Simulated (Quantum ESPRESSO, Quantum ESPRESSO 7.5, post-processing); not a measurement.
**Ba(100), 5 layers: parallel layout and speed**

Wanted: time, iterations and memory of Ba(100), 5 layers by layout of ranks, pools and threads.

Main program and level: Quantum ESPRESSO 7.5; plane-wave DFT, PBE, PseudoDojo norm-conserving pseudopotentials.

Most raw output is cut from this account.

### 1. Set-up

The cell holds 5 atoms: 5 Ba. Cell: a = 5.020 Å, b = 5.020 Å, c = 26.040 Å, α = 90.0°, β = 90.0°, γ = 90.0°. It derives from Ba. Vacuum lies along c.

### 2. Self-consistent run: 4 ranks, 4 pools, 1 thread a rank

The first run is the reference of the series.

c0.in reads:

```
&control
  prefix = 'c0'
  outdir = './out'
  pseudo_dir = './pseudo'
  calculation = 'scf'
  tprnfor = .true.
/
&system
  ibrav = 0
  nat = 5
  ntyp = 1
  ecutwfc = 36
  ecutrho = 144
  occupations = 'smearing'
  smearing = 'mv'
  degauss = 0.02
  assume_isolated = 'esm'
  esm_bc = 'bc1'
/
&electrons
  conv_thr = 1e-07
  mixing_beta = 0.4
  electron_maxstep = 120
  mixing_mode = 'local-TF'
/
ATOMIC_SPECIES
  Ba  137.3270  Ba.dojo-sr-pbe-0.4.1-standard.upf
CELL_PARAMETERS angstrom
  5.02000000000000 0.00000000000000 0.00000000000000
  0.00000000000000 5.02000000000000 0.00000000000000
  0.00000000000000 0.00000000000000 26.04000000000000
ATOMIC_POSITIONS crystal
  Ba  0.000000000000 0.000000000000 -0.192780337942
  Ba  0.500000000000 0.500000000000 -0.096390168971
  Ba  0.000000000000 0.000000000000 0.000000000000
  Ba  0.500000000000 0.500000000000 0.096390168971
  Ba  0.000000000000 0.000000000000 0.192780337942
K_POINTS automatic
  6 6 1 0 0 0
```

The run is started by

```
> OMP_NUM_THREADS=1 mpirun -n 4 pw.x -nk 4 -in c0.in > c0.out
```

Elapsed: 1.7 min, on 4 MPI ranks of Intel Xeon 6975P-C (Granite Rapids), shared host; peak memory 0.74 GiB.

Read from the output:

| Property | Result |
| --- | --- |
| free energy | -3820.7706 eV |
| Fermi energy | -2.360 eV |
| vacuum line at the lower end of the cell, over the Fermi level | 2.360 eV |
| vacuum line at the upper end of the cell, over the Fermi level | 2.360 eV |

Electrostatic potential energy of an electron; zero at the Fermi level. Potential energy, planar mean against z:

z (Å), potential energy, planar mean (eV) and a bar from the least value:
```
    -13.0       2.36 ##############################
    -12.5       2.36 ##############################
    -12.0       2.36 ##############################
    -11.5       2.36 ##############################
    -11.0       2.36 ##############################
    -10.5       2.36 ##############################
    -10.0       2.36 ##############################
     -9.5       2.35 ##############################
     -9.0       2.34 ##############################
     -8.5       2.31 ##############################
     -8.0       2.25 ##############################
     -7.5       2.10 #############################
     -7.0       1.77 ############################
     -6.5       1.08 ###########################
     -6.0      -0.71 ######################
     -5.5      -5.43 #########
     -5.0      -8.96 
     -4.5      -5.12 ##########
     -4.0      -1.16 #####################
     -3.5      -1.08 #####################
     -3.0      -5.04 ##########
     -2.5      -8.44 #
     -2.0      -4.90 ###########
     -1.5      -0.96 #####################
     -1.0      -1.05 #####################
     -0.5      -5.07 ##########
      0.0      -8.66 #
      0.5      -5.07 ##########
      1.0      -1.05 #####################
      1.5      -0.96 #####################
      2.0      -4.90 ###########
      2.5      -8.44 #
      3.0      -5.04 ##########
      3.5      -1.08 #####################
      4.0      -1.16 #####################
      4.5      -5.12 ##########
      5.0      -8.96 
      5.5      -5.43 #########
      6.0      -0.71 ######################
      6.5       1.08 ###########################
      7.0       1.77 ############################
      7.5       2.10 #############################
      8.0       2.25 ##############################
      8.5       2.31 ##############################
      9.0       2.34 ##############################
      9.5       2.35 ##############################
     10.0       2.36 ##############################
     10.5       2.36 ##############################
     11.0       2.36 ##############################
     11.5       2.36 ##############################
     12.0       2.36 ##############################
     12.5       2.36 ##############################
```

The program's own clock; routines nest. Time by routine:

| routine | wall time (s) | calls |
| --- | --- | --- |
| PWSCF | 99.95 | 1 |
| electrons | 97.69 | 1 |
| c_bands | 67.59 | 43 |
| cegterg | 52.19 | 129 |
| h_psi | 40.85 | 1202 |
| vloc_psi | 31.79 | 1202 |
| fftw | 29.34 | 27818 |
| mix_rho | 19.46 | 43 |
| sum_band | 6.94 | 43 |
| ffts | 6.89 | 4100 |
| calbec | 4.76 | 1214 |
| h_psi:calbec | 4.66 | 1202 |
| add_vuspsi | 4.09 | 1202 |
| v_of_rho | 3.01 | 43 |

The vacuum levels are read from the outermost 0.7 Å of the cell on either side.

The run needed 42 iterations to bring the estimated error under 1e-07 Ry; the largest force on any atom, held or free, is 0.11 eV/Å.

Inside the slab this potential holds the local part of the pseudopotentials, which can be repulsive at the nuclei; only its value in the vacuum has a meaning of its own.

### 3. Self-consistent run: 4 ranks, 2 pools, 1 thread a rank

c1.in is the input of step 2 with these lines changed:

```diff
@@ -1,3 +1,3 @@
 &control
-  prefix = 'c0'
+  prefix = 'c1'
   outdir = './out'
```

The run is started by

```
> OMP_NUM_THREADS=1 mpirun -n 4 pw.x -nk 2 -in c1.in > c1.out
```

The job ended after 54 s (4 MPI ranks; peak memory 0.53 GiB).

This step gave:

```
Fermi energy                                                   : -2.362 eV
vacuum line at the lower end of the cell, over the Fermi level : 2.362 eV
vacuum line at the upper end of the cell, over the Fermi level : 2.362 eV
```

The program's own clock; routines nest. Time by routine:

| routine | wall time (s) | calls |
| --- | --- | --- |
| PWSCF | 53.54 | 1 |
| electrons | 52.4 | 1 |
| c_bands | 39.12 | 28 |
| cegterg | 32.95 | 140 |
| h_psi | 25.86 | 1532 |
| vloc_psi | 20.95 | 1532 |
| fftw | 20.52 | 30842 |
| mix_rho | 7.52 | 28 |
| sum_band | 4.56 | 28 |
| ffts | 3.56 | 2584 |
| calbec | 2.61 | 1552 |
| h_psi:calbec | 2.54 | 1532 |
| add_vuspsi | 2.18 | 1532 |
| v_of_rho | 1.05 | 28 |

Counted from each run's own zero (the Fermi level), the vacuum level differs from the first run's by +2 meV.

### 4. SCF with pw.x: 4 ranks, 1 pool, 1 thread a rank

c2.in is the input of step 3 with these lines changed:

```diff
@@ -1,3 +1,3 @@
 &control
-  prefix = 'c1'
+  prefix = 'c2'
   outdir = './out'
```

The run is started by

```
> OMP_NUM_THREADS=1 mpirun -n 4 pw.x -nk 1 -in c2.in > c2.out
```

The job ended after 52 s (4 MPI ranks; peak memory 0.45 GiB).

Numbers from this step:

| Property | Result |
| --- | --- |
| Fermi energy | -2.361 eV |
| vacuum line at the lower end of the cell, over the Fermi level | 2.361 eV |
| vacuum line at the upper end of the cell, over the Fermi level | 2.361 eV |

The program's own clock; routines nest. Time by routine:

| routine | wall time (s) | calls |
| --- | --- | --- |
| PWSCF | 51.24 | 1 |
| electrons | 50.26 | 1 |
| c_bands | 41.59 | 39 |
| cegterg | 38.98 | 390 |
| h_psi | 29.31 | 3782 |
| fftw | 23.71 | 82810 |
| vloc_psi | 23.16 | 3782 |
| sum_band | 4.45 | 39 |
| mix_rho | 3.3 | 39 |
| calbec | 3.28 | 3822 |
| h_psi:calbec | 3.2 | 3782 |
| add_vuspsi | 2.76 | 3782 |
| cdiaghg | 2.09 | 3762 |
| ffts | 1.48 | 3010 |

Counted from each run's own zero (the Fermi level), the vacuum level differs from the first run's by +1 meV.

### 5. SCF with pw.x: 2 ranks, 2 pools, 2 threads a rank

c3.in is the input of step 4 with these lines changed:

```diff
@@ -1,3 +1,3 @@
 &control
-  prefix = 'c2'
+  prefix = 'c3'
   outdir = './out'
```

The run is started by

```
> OMP_NUM_THREADS=2 mpirun -n 2 pw.x -nk 2 -in c3.in > c3.out
```

Wall time 3.7 min (2 MPI ranks); peak memory 0.44 GiB.

The program's own clock; routines nest. Time by routine:

| routine | wall time (s) | calls |
| --- | --- | --- |
| PWSCF | 218.5 | 1 |
| electrons | 214.9 | 1 |
| c_bands | 175.8 | 46 |
| cegterg | 145.7 | 232 |
| h_psi | 133.4 | 2339 |
| fftw | 128.4 | 50232 |
| vloc_psi | 123.4 | 2339 |
| sum_band | 23.08 | 46 |
| mix_rho | 12.75 | 46 |
| calbec | 5.59 | 2359 |
| h_psi:calbec | 5.49 | 2339 |
| ffts | 4.39 | 4340 |
| add_vuspsi | 4.15 | 2339 |
| init_run | 2.87 | 1 |

Counted from each run's own zero (the Fermi level), the vacuum level differs from the first run's by +1 meV.

### 6. Self-consistent run: 2 ranks, 1 pool, 2 threads a rank

c4.in is the input of step 5 with these lines changed:

```diff
@@ -1,3 +1,3 @@
 &control
-  prefix = 'c3'
+  prefix = 'c4'
   outdir = './out'
```

The run is started by

```
> OMP_NUM_THREADS=2 mpirun -n 2 pw.x -nk 1 -in c4.in > c4.out
```

Run time: 73 s. Hardware: 2 MPI ranks; peak memory 0.36 GiB; 3.5 min of CPU time.

The program's own clock; routines nest. Time by routine:

| routine | wall time (s) | calls |
| --- | --- | --- |
| PWSCF | 72.18 | 1 |
| electrons | 70.53 | 1 |
| c_bands | 55.69 | 35 |
| cegterg | 51.11 | 350 |
| h_psi | 40.94 | 3361 |
| vloc_psi | 34.22 | 3361 |
| fftw | 32.02 | 71414 |
| sum_band | 7.71 | 35 |
| mix_rho | 5.93 | 35 |
| calbec | 3.78 | 3401 |
| h_psi:calbec | 3.68 | 3361 |
| ffts | 3.03 | 3222 |
| add_vuspsi | 2.8 | 3361 |
| cdiaghg | 1.9 | 3341 |

Counted from each run's own zero (the Fermi level), the vacuum level differs from the first run's by +1 meV.

### 7. Ground state: 1 rank, 1 pool, 4 threads a rank

c5.in is the input of step 6 with these lines changed:

```diff
@@ -1,3 +1,3 @@
 &control
-  prefix = 'c4'
+  prefix = 'c5'
   outdir = './out'
```

The run is started by

```
> OMP_NUM_THREADS=4 pw.x -nk 1 -in c5.in > c5.out
```

The job ended after 4.8 min (1 MPI rank; peak memory 0.29 GiB).

Read from the output:

- Fermi energy: -2.360 eV
- vacuum line at the lower end of the cell, over the Fermi level: 2.360 eV
- vacuum line at the upper end of the cell, over the Fermi level: 2.360 eV

The program's own clock; routines nest. Time by routine:

| routine | wall time (s) | calls |
| --- | --- | --- |
| PWSCF | 287.9 | 1 |
| electrons | 282.7 | 1 |
| c_bands | 236.3 | 34 |
| cegterg | 227.2 | 340 |
| fftw | 222.5 | 71688 |
| h_psi | 216.5 | 3467 |
| vloc_psi | 208.1 | 3467 |
| sum_band | 38.3 | 34 |
| mix_rho | 6.27 | 34 |
| calbec | 4.77 | 3507 |
| h_psi:calbec | 4.67 | 3467 |
| init_run | 4.56 | 1 |
| init_us_2 | 3.51 | 700 |
| add_vuspsi | 3.49 | 3467 |

Counted from each run's own zero (the Fermi level), the vacuum level differs from the first run's by +0 meV.

### 8. SCF with pw.x: 2 ranks, 2 pools, 1 thread a rank

c6.in is the input of step 7 with these lines changed:

```diff
@@ -1,3 +1,3 @@
 &control
-  prefix = 'c5'
+  prefix = 'c6'
   outdir = './out'
```

The run is started by

```
> OMP_NUM_THREADS=1 mpirun -n 2 pw.x -nk 2 -in c6.in > c6.out
```

Elapsed: 2.9 min, on 2 MPI ranks; peak memory 0.44 GiB; 5.8 min of CPU time.

The program's own clock; routines nest. Time by routine:

| routine | wall time (s) | calls |
| --- | --- | --- |
| PWSCF | 172.3 | 1 |
| electrons | 169.6 | 1 |
| c_bands | 130.4 | 49 |
| cegterg | 111.8 | 246 |
| h_psi | 87.55 | 2606 |
| vloc_psi | 68.87 | 2606 |
| fftw | 63.54 | 56102 |
| mix_rho | 21.95 | 49 |
| sum_band | 13.16 | 49 |
| calbec | 9.83 | 2626 |
| h_psi:calbec | 9.67 | 2606 |
| add_vuspsi | 8.38 | 2606 |
| ffts | 7.78 | 4568 |
| v_of_rho | 3.39 | 49 |

Counted from each run's own zero (the Fermi level), the vacuum level differs from the first run's by +0 meV.

### 9. SCF with pw.x: 1 rank, 1 pool, 1 thread a rank

c7.in is the input of step 8 with these lines changed:

```diff
@@ -1,3 +1,3 @@
 &control
-  prefix = 'c6'
+  prefix = 'c7'
   outdir = './out'
```

The run is started by

```
> OMP_NUM_THREADS=1 pw.x -nk 1 -in c7.in > c7.out
```

Wall time 3.3 min (1 MPI rank); peak memory 0.3 GiB.

Numbers from this step:

```
Fermi energy : -2.361 eV
```

The program's own clock; routines nest. Time by routine:

| routine | wall time (s) | calls |
| --- | --- | --- |
| PWSCF | 197.5 | 1 |
| electrons | 194 | 1 |
| c_bands | 157.2 | 37 |
| cegterg | 147.6 | 370 |
| h_psi | 115.3 | 3741 |
| vloc_psi | 89.87 | 3741 |
| fftw | 82.69 | 78940 |
| sum_band | 17.76 | 37 |
| mix_rho | 16.56 | 37 |
| calbec | 13.47 | 3781 |
| h_psi:calbec | 13.15 | 3741 |
| add_vuspsi | 11.45 | 3741 |
| ffts | 6.03 | 3436 |
| init_us_2 | 3.53 | 760 |

Counted from each run's own zero (the Fermi level), the vacuum level differs from the first run's by +1 meV.

### 10. The series side by side

All levels:

| level | vacuum level over the Fermi level (eV) | its change from the first (meV) | energy from the first (meV an atom) | SCF iterations | wall time (s) | peak memory (GiB) | CPU time (s) |
| --- | --- | --- | --- | --- | --- | --- | --- |
| 4 ranks, 4 pools, 1 thread a rank | 2.36 | 0 | 0 | 42 | 100.7 | 0.74 | 401.7 |
| 4 ranks, 2 pools, 1 thread a rank | 2.362 | 1.8 | 8.16e-4 | 27 | 54.27 | 0.53 | 216.1 |
| 4 ranks, 1 pool, 1 thread a rank | 2.361 | 0.9 | -0.001088 | 38 | 51.95 | 0.45 | 206.8 |
| 2 ranks, 2 pools, 2 threads a rank | 2.361 | 1.196 | 7.35e-4 | 45 | 219.2 | 0.44 | 537.7 |
| 2 ranks, 1 pool, 2 threads a rank | 2.361 | 1.3 | 4.35e-4 | 34 | 72.89 | 0.36 | 207.9 |
| 1 rank, 1 pool, 4 threads a rank | 2.36 | 0.3 | 0.001007 | 33 | 288.5 | 0.29 | 570.3 |
| 2 ranks, 2 pools, 1 thread a rank | 2.36 | 0.3 | 2.45e-4 | 48 | 173 | 0.44 | 345.6 |
| 1 rank, 1 pool, 1 thread a rank | 2.36 | 0.7 | 9.52e-4 | 36 | 198.1 | 0.3 | 198 |

### 11. The arithmetic

Efficiency = (t₁ n₁)/(t₂ n₂) an iteration = (198.1/36 × 1) / (52.0/38 × 4) = 1.01.

### 12. Results

```
fastest                            : 4 ranks, 1 pool, 1 thread a rank: 52 s, 38 iterations
slowest that converged             : 1 rank, 1 pool, 4 threads a rank: 4.8 min, 33 iterations
largest change of the vacuum level : 2 meV
```

**Reading.** The fastest choice is 4 ranks, 1 pool, 1 thread a rank: 52 s, 38 iterations. From 1 to 4 cores the time an iteration falls from 5.5 to 1.4 s, a parallel efficiency of 101 % by this measure and of 95 % in wall time; iterations differ in number and cost. On all 4 cores the layouts span 1.4 s (4 ranks, 1 pool, 1 thread a rank) to 8.7 s an iteration (1 rank, 1 pool, 4 threads a rank), and 0.29 to 0.74 GiB. Some layouts with several threads a rank ran hardly faster than one core, or slower; the cause (binding, or neighbours on the host) was not examined. The vacuum level agrees within 2 meV over all layouts, so the choice is one of cost and memory. Iteration counts run from 27 to 48 with the layout alone. The times come from a shared host and are rough. Peak memory is sampled during the run and can miss the peak. The geometry is as built, not relaxed.

[Logs are printed without paths, hosts, clocks, repeated set-up lines and the standing remarks that a program may print on its own settings, such as how far it seeks lower states.]

[Hosts, paths, dates, database ids (printed as entryN), source tags and the programs' standing remarks are cut or masked in the printed files.]

[Maps of the electrostatic potential energy from Ansatz leave out the sawtooth potential of an applied field or a dipole correction, so their vacuum need not be flat; planar profiles and work functions include it.]
